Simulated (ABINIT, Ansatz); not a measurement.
# CsCaBr3 (Pm-3m): one start, several treatments of the self-energy

Aim: compare treatments of exchange, screening and correlation for the gap of CsCaBr3 (Pm-3m).

Program: ABINIT 10.8.3. Level of theory: LDA and many-body steps on it, plane waves. Results are calculated unless marked as measured.

Most raw output is cut from this account.

**1. Starting point**

The structure is cubic, space group Pm-3m (No. 221). Conventional cell: a = 5.709 Å, b = 5.709 Å, c = 5.709 Å, α = 90.00°, β = 90.00°, γ = 90.00°. Nearest to Cs lie 12 Br at 4.04 Å. Ca has 6 Br at 2.85 Å nearest. Br has 2 Ca at 2.85 Å and 4 Cs at 4.04 Å nearest. Farther neighbours and most contacts between anions are not listed.

The cell and positions are those that the Materials Project relaxed with its own functionals (PBE, PBE+U or r2SCAN), kept fixed. Spin-orbit coupling is left out unless a step names it.

**2. Empty states on the mesh, 2×2×2 mesh, 631 bands**

This step: ABINIT 10.8.3; DFT, LDA, plane waves, norm-conserving pseudopotentials.

The sums over transitions need many empty states on a uniform mesh; this step solves for them.

run.abi reads:

```
acell 3*1.0 Angstrom
rprim 
  5.708665730000 0.000000000000 0.000000000000
  0.000000000000 5.708665730000 0.000000000000
  0.000000000000 0.000000000000 5.708665730000
ntypat 3
znucl 55 20 35
natom 5
typat 1 2 3 3 3
xred 
  0.000000000000 0.000000000000 0.000000000000
  0.500000000000 0.500000000000 0.500000000000
  0.500000000000 0.000000000000 0.500000000000
  0.000000000000 0.500000000000 0.500000000000
  0.500000000000 0.500000000000 0.000000000000
pp_dirpath "pseudos"
pseudos "Cs.upf, Ca.upf, Br.upf"
ecut 30
ngkpt 2 2 2
nshiftk 1
shiftk 0 0 0
kptopt 1
chksymbreak 0
iscf -2
irdden 1
istwfk *1
nband 631
nbdbuf 56
tolwfr 1e-09
nstep 60
prtvol 0
indata_prefix "in"
outdata_prefix "out"
tmpdata_prefix "tmp"
```

Command:

```console
OMP_NUM_THREADS=1 mpirun -n 4 abinit run.abi > log
```

It took 12 min on 4 MPI ranks of Arm Neoverse V1, shared host; peak memory 0.81 GiB.

Numbers from this step:

| Quantity | Value |
| --- | --- |
| gap | 4.079 eV |
| k of the valence top | 0.5, 0.5, 0.5 |
| k of the conduction bottom | 0, 0, 0 |
| least direct gap | 4.333 eV |
| k points computed | 4 |
| lowest point of the top converged band, above the valence top | 113.8924 eV |

On this mesh the gap is 4.079 eV.

The density comes from a self-consistent run that is not shown.

**3. Screening, 2×2×2 mesh, 246 bands, screening to 141.5 eV**

The RPA dielectric matrix is built and inverted for each q.

This step: RPA screening on LDA, plane waves, norm-conserving pseudopotentials.

run.abi: that of step 2 with these lines changed.

```diff
@@ -23,10 +23,11 @@
 chksymbreak 0
-iscf -2
-irdden 1
 istwfk *1
-nband 631
-nbdbuf 56
-tolwfr 1e-09
-nstep 60
-prtvol 0
+occopt 1
+irdwfk 1
+optdriver 3
+nband 246
+ecuteps 5.2
+inclvkb 2
+awtr 1
+symchi 1
 indata_prefix "in"
```

Run time: 93 s. Hardware: 4 MPI ranks; peak memory 2.2 GiB; 6.2 min of CPU time.

Numbers from this step:

| Quantity | Value |
| --- | --- |
| ε∞ with local fields, on this mesh, along the program's q direction | 3.203 |
| the same without local fields | 3.781 |
| plasma frequency | 17.22 eV |
| plane waves in the screening matrix | 739 |

Local fields lower ε∞ by 15 %. On a Γ-centred mesh this coarse the value itself is usually too large, while a short band sum pulls it down.

**4. G0W0, Godby-Needs plasmon pole**

The self-energy is evaluated for the states that the input lists, and the levels follow from it, in one-shot runs by the linearised quasiparticle equation.

This step: G0W0 on LDA, plane waves, norm-conserving pseudopotentials.

run.abi: that of step 3 with these lines changed.

```diff
@@ -26,8 +26,17 @@
 irdwfk 1
-optdriver 3
+optdriver 4
 nband 246
+gwcalctyp 0
+ecutsigx 30
+symsigma 1
+nkptgw 2
+kptgw 
+  0.5000000000 0.5000000000 0.5000000000
+  0.0000000000 0.0000000000 0.0000000000
+bdgw 
+  18 23
+  18 24
 ecuteps 5.2
-inclvkb 2
-awtr 1
-symchi 1
+irdscr 1
+ppmodel 1
 indata_prefix "in"
```

Elapsed: 87 s, on 4 MPI ranks; peak memory 2.3 GiB.

This step gave:

| Property | Result |
| --- | --- |
| G0W0 gap on the points computed | 6.328 eV |
| starting gap on the mesh | 4.079 eV |
| k of the valence top | 0.5, 0.5, 0.5 |
| k of the conduction bottom | 0, 0, 0 |
| Z at the valence top | 0.801 |
| Z at the conduction bottom | 0.85 |
| least direct G0W0 gap on the computed points | 6.582 eV |

The gap on the mesh goes from 4.08 eV to 6.33 eV, a correction of +2.25 eV.

**5. G0W0, von der Linden-Horsch plasmon pole**

run.abi: that of step 4 with these lines changed.

```diff
@@ -40,3 +40,3 @@
 irdscr 1
-ppmodel 1
+ppmodel 3
 indata_prefix "in"
```

Run time: 38 s. Hardware: 4 MPI ranks; peak memory 2 GiB; 2.5 min of CPU time.

This step gave:

```yaml
g0w0_gap_on_the_points_computed: 6.441 eV
starting_gap_on_the_mesh: 4.079 eV
k_of_the_valence_top: 0.5, 0.5, 0.5
k_of_the_conduction_bottom: 0, 0, 0
z_at_the_valence_top: 0.852
z_at_the_conduction_bottom: 0.889
least_direct_g0w0_gap_on_the_computed_points: 6.694 eV
```

Against G0W0 in ABINIT (2×2×2 mesh, 246 bands, screening to 141.5 eV, Godby-Needs plasmon pole), the gap moves by +0.113 eV.

**6. G0W0, Hybertsen-Louie plasmon pole**

run.abi: that of step 5 with these lines changed.

```diff
@@ -40,3 +40,3 @@
 irdscr 1
-ppmodel 3
+ppmodel 2
 indata_prefix "in"
```

Wall time 84 s (4 MPI ranks); peak memory 2.2 GiB; 5.6 min of CPU time.

Numbers from this step:

| Quantity | Value |
| --- | --- |
| G0W0 gap on the points computed | 6.469 eV |
| starting gap on the mesh | 4.079 eV |
| k of the valence top | 0.5, 0.5, 0.5 |
| k of the conduction bottom | 0, 0, 0 |
| least direct G0W0 gap on the computed points | 6.722 eV |

Against G0W0 in ABINIT (2×2×2 mesh, 246 bands, screening to 141.5 eV, Godby-Needs plasmon pole), the gap moves by +0.141 eV.

**7. One-shot Hartree-Fock**

This step: one-shot Hartree-Fock on LDA, plane waves, norm-conserving pseudopotentials.

run.abi: that of step 6 with these lines changed.

```diff
@@ -27,4 +27,4 @@
 optdriver 4
-nband 246
-gwcalctyp 0
+nband 24
+gwcalctyp 5
 ecutsigx 30
@@ -38,5 +38,4 @@
   18 24
-ecuteps 5.2
-irdscr 1
-ppmodel 2
+ixc_sigma 40
+fftgw 31
 indata_prefix "in"
```

Run time: 4.6 s. Hardware: 4 MPI ranks; peak memory 0.27 GiB; 18 s of CPU time.

Numbers from this step:

```
quasiparticle gap on the points computed              : 11.94 eV
starting gap on the mesh                              : 4.079 eV
k of the valence top                                  : 0.5, 0.5, 0.5
k of the conduction bottom                            : 0, 0, 0
least direct quasiparticle gap on the computed points : 12.19 eV
```

Against G0W0 in ABINIT (2×2×2 mesh, 246 bands, screening to 141.5 eV, Godby-Needs plasmon pole), the gap moves by +5.613 eV.

**8. Screening, 2×2×2 mesh, 246 bands, screening to 141.5 eV**

This step: RPA screening on LDA, plane waves, norm-conserving pseudopotentials.

run.abi: that of step 7 with these lines changed.

```diff
@@ -26,16 +26,14 @@
 irdwfk 1
-optdriver 4
-nband 24
-gwcalctyp 5
-ecutsigx 30
-symsigma 1
-nkptgw 2
-kptgw 
-  0.5000000000 0.5000000000 0.5000000000
-  0.0000000000 0.0000000000 0.0000000000
-bdgw 
-  18 23
-  18 24
-ixc_sigma 40
-fftgw 31
+optdriver 3
+nband 246
+ecuteps 5.2
+inclvkb 2
+awtr 1
+symchi 1
+gwcalctyp 2
+nfreqre 16
+freqremax 40 eV
+nfreqim 8
+spmeth 1
+nomegasf 120
 indata_prefix "in"
```

Elapsed: 2.7 min, on 4 MPI ranks; peak memory 5.2 GiB.

Numbers from this step:

```yaml
eps_infinity_with_local_fields_on_this_mesh_along_the_program_s_q_direction: 3.229
the_same_without_local_fields: 3.810
plasma_frequency: 17.22 eV
plane_waves_in_the_screening_matrix: 739
```

**9. G0W0, contour deformation**

This step: G0W0 on LDA, plane waves, norm-conserving pseudopotentials.

run.abi: that of step 8 with these lines changed.

```diff
@@ -26,14 +26,16 @@
 irdwfk 1
-optdriver 3
+optdriver 4
 nband 246
+gwcalctyp 2
+ecutsigx 30
+symsigma 1
+nkptgw 2
+kptgw 
+  0.5000000000 0.5000000000 0.5000000000
+  0.0000000000 0.0000000000 0.0000000000
+bdgw 
+  18 23
+  18 24
 ecuteps 5.2
-inclvkb 2
-awtr 1
-symchi 1
-gwcalctyp 2
-nfreqre 16
-freqremax 40 eV
-nfreqim 8
-spmeth 1
-nomegasf 120
+irdscr 1
 indata_prefix "in"
```

The job ended after 47 s (4 MPI ranks; peak memory 3.8 GiB).

This step gave:

- G0W0 gap on the points computed: 6.28 eV
- starting gap on the mesh: 4.079 eV
- k of the valence top: 0.5, 0.5, 0.5
- k of the conduction bottom: 0, 0, 0
- least direct G0W0 gap on the computed points: 6.539 eV

Against G0W0 in ABINIT (2×2×2 mesh, 246 bands, screening to 141.5 eV, Godby-Needs plasmon pole), the gap moves by −0.048 eV.

**10. The runs together**

Times are wall times on 4 MPI ranks of Arm Neoverse V1, shared host, good to a factor of about two. A run's time includes the screening step that it read.

```tsv
run	mesh	bands	screening cutoff (eV)	DFT gap (eV)	gap on the mesh (eV)	direct (eV)	ε∞ used	time
G0W0, Godby-Needs plasmon pole	2×2×2	246	141.5	4.079	6.328	6.582	3.20	3 min
G0W0, von der Linden-Horsch plasmon pole	2×2×2	246	141.5	4.079	6.441	6.694	3.20	2.2 min
G0W0, Hybertsen-Louie plasmon pole	2×2×2	246	141.5	4.079	6.469	6.722	3.20	2.9 min
one-shot Hartree-Fock	2×2×2	-	-	4.079	11.941	12.191	-	4.6 s
G0W0, contour deformation	2×2×2	246	141.5	4.079	6.280	6.539	3.23	3.4 min
```

**11. What came out**

```yaml
g0w0_godby_needs_plasmon_pole: 6.328 eV
g0w0_von_der_linden_horsch_plasmon_pole: 6.441 eV
g0w0_hybertsen_louie_plasmon_pole: 6.469 eV
one_shot_hartree_fock: 11.941 eV
g0w0_contour_deformation: 6.280 eV
known_limits: not at the basis limit; no spin-orbit coupling; coarse k mesh
```

What this shows: G0W0, von der Linden-Horsch plasmon pole: +0.113 eV against G0W0, Godby-Needs plasmon pole. G0W0, Hybertsen-Louie plasmon pole: +0.141 eV against G0W0, Godby-Needs plasmon pole. One-shot Hartree-Fock: +5.613 eV against G0W0, Godby-Needs plasmon pole. G0W0, contour deformation: −0.048 eV against G0W0, Godby-Needs plasmon pole. Bare exchange alone opens the gap to 11.94 eV; against G0W0, correlation takes back 5.61 eV. Bands and cutoff are finite, so the gap is not at the basis limit. The miss can reach some tenths of an eV and take either sign; the mesh is an error of its own. In the G0W0 runs levels were corrected at 2 k points alone, so a gap called «on the mesh» is the least over those, and an edge elsewhere would be missed. The 2×2×2 mesh is coarse for this cell, which bears on the long-range parts of exchange and screening. This is the ideal cubic cell; many perovskites, halides above all, are cubic only on average, and local tilts or off-centring can widen the gap. The many-body steps are scalar-relativistic: spin-orbit coupling is not in them.

[Paths, hosts, dates, memory and timing lines, banners, echoed tables and standing remarks are left out of the program output.]

[Logs are printed without paths, hosts, clocks, repeated set-up lines and the standing remarks that a program may print on its own settings, such as how far it seeks lower states.]

[Runs of the session that timed out or met a known fault of the program may be left out.]

[Hosts, paths, dates, database ids (printed as entryN), source tags and the programs' standing remarks are cut or masked in the printed files.]

[G0W0 gaps are taken among the corrected bands and points alone; a level outside them can change the order at an edge.]

[Where Ansatz stands beside ABINIT at settings called matched, ABINIT's density can come from a denser mesh and the files from another edition; pairs whose starting gaps differed by over 0.03 eV were left out, so agreement reads better than it is.]
